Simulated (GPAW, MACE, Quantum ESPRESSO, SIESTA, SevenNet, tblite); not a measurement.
## Finding the fault: Quantum ESPRESSO, random packing of Nb16Si84 (at. %) (73 atoms)

Program: Quantum ESPRESSO 7.5, a calculation on a cell of 12 Nb and 61 Si, 19.7 Å³ an atom.

The input, pw.in:

```
&control
  calculation = 'scf'
  pseudo_dir = './pseudo'
  outdir = './tmp'
  disk_io = 'none'
  tprnfor = .true.
  tstress = .true.
/
&system
  ibrav = 0
  nat = 74
  ntyp = 2
  ecutwfc = 45
  ecutrho = 360
  nosym = .true.
  occupations = 'smearing'
  smearing = 'fd'
  degauss = 0.003675
/
&electrons
  conv_thr = 3.6e-07
  electron_maxstep = 50
  mixing_beta = 0.2
  mixing_mode = 'local-TF'
  diagonalization = 'david'
/
ATOMIC_SPECIES
Nb 92.906 Nb.upf
Si 28.085 Si.upf
CELL_PARAMETERS angstrom
11.28340 0.00000 0.00000
0.00000 11.28340 0.00000
0.00000 0.00000 11.28340
ATOMIC_POSITIONS crystal
Nb 0.69061 0.12370 0.43325
Nb 0.65240 0.61227 0.34337
Nb 0.41561 0.98107 0.26673
Nb 0.70809 0.91045 0.27982
Nb 0.87260 0.03140 0.06945
Nb 0.91304 0.93756 0.83526
Nb 0.45785 0.85713 0.82316
Nb 0.11382 0.14613 0.26497
Nb 0.19563 0.94713 0.17083
Nb 0.29267 0.56251 0.23959
[... 59 atom lines left out ...]
Si 0.99837 0.36756 0.90932
Si 0.17851 0.74050 0.47355
Si 0.73319 0.83871 0.05904
Si 0.53444 0.76963 0.22050
K_POINTS gamma
```

Run with:

```sh
> OMP_NUM_THREADS=1 mpirun -np 4 pw.x -in pw.in > output.txt
```

Log:

```text
Program PWSCF
 %%%%%%%%%%%%%%%%%%%%%%%%%%%%%%%%%%%%%%%%%%%%%%%%%%%%%%%%%%%%%%%%%%%%%%%%%%%%%%
     Error in routine read_cards (74):
     wrong number of columns in ATOMIC_POSITIONS
 %%%%%%%%%%%%%%%%%%%%%%%%%%%%%%%%%%%%%%%%%%%%%%%%%%%%%%%%%%%%%%%%%%%%%%%%%%%%%%
```

It took 0.7 s on 4 MPI ranks of AMD EPYC 9R14 (Zen 4), shared host; peak memory 0.3 GiB.

Banners, paths, timers and routine set-up lines are dropped from the logs unmarked, and long logs keep their key lines alone; longer cuts are marked.

**Question.** Which part of the input is at fault, and how is it mended?

A wrong count of atoms: nat = 73 written as nat = 74. Mend: write nat = 73 in place of nat = 74.

The program stopped at the start.

[Also dropped from logs without a mark: logging warnings of Python, and SIESTA's first energy breakdown and zero terms.]

[Logs are printed without paths, hosts, clocks, repeated set-up lines and the standing remarks that a program may print on its own settings, such as how far it seeks lower states.]

[Hosts, paths, dates, database ids (printed as entryN), source tags and the programs' standing remarks are cut or masked in the printed files.]
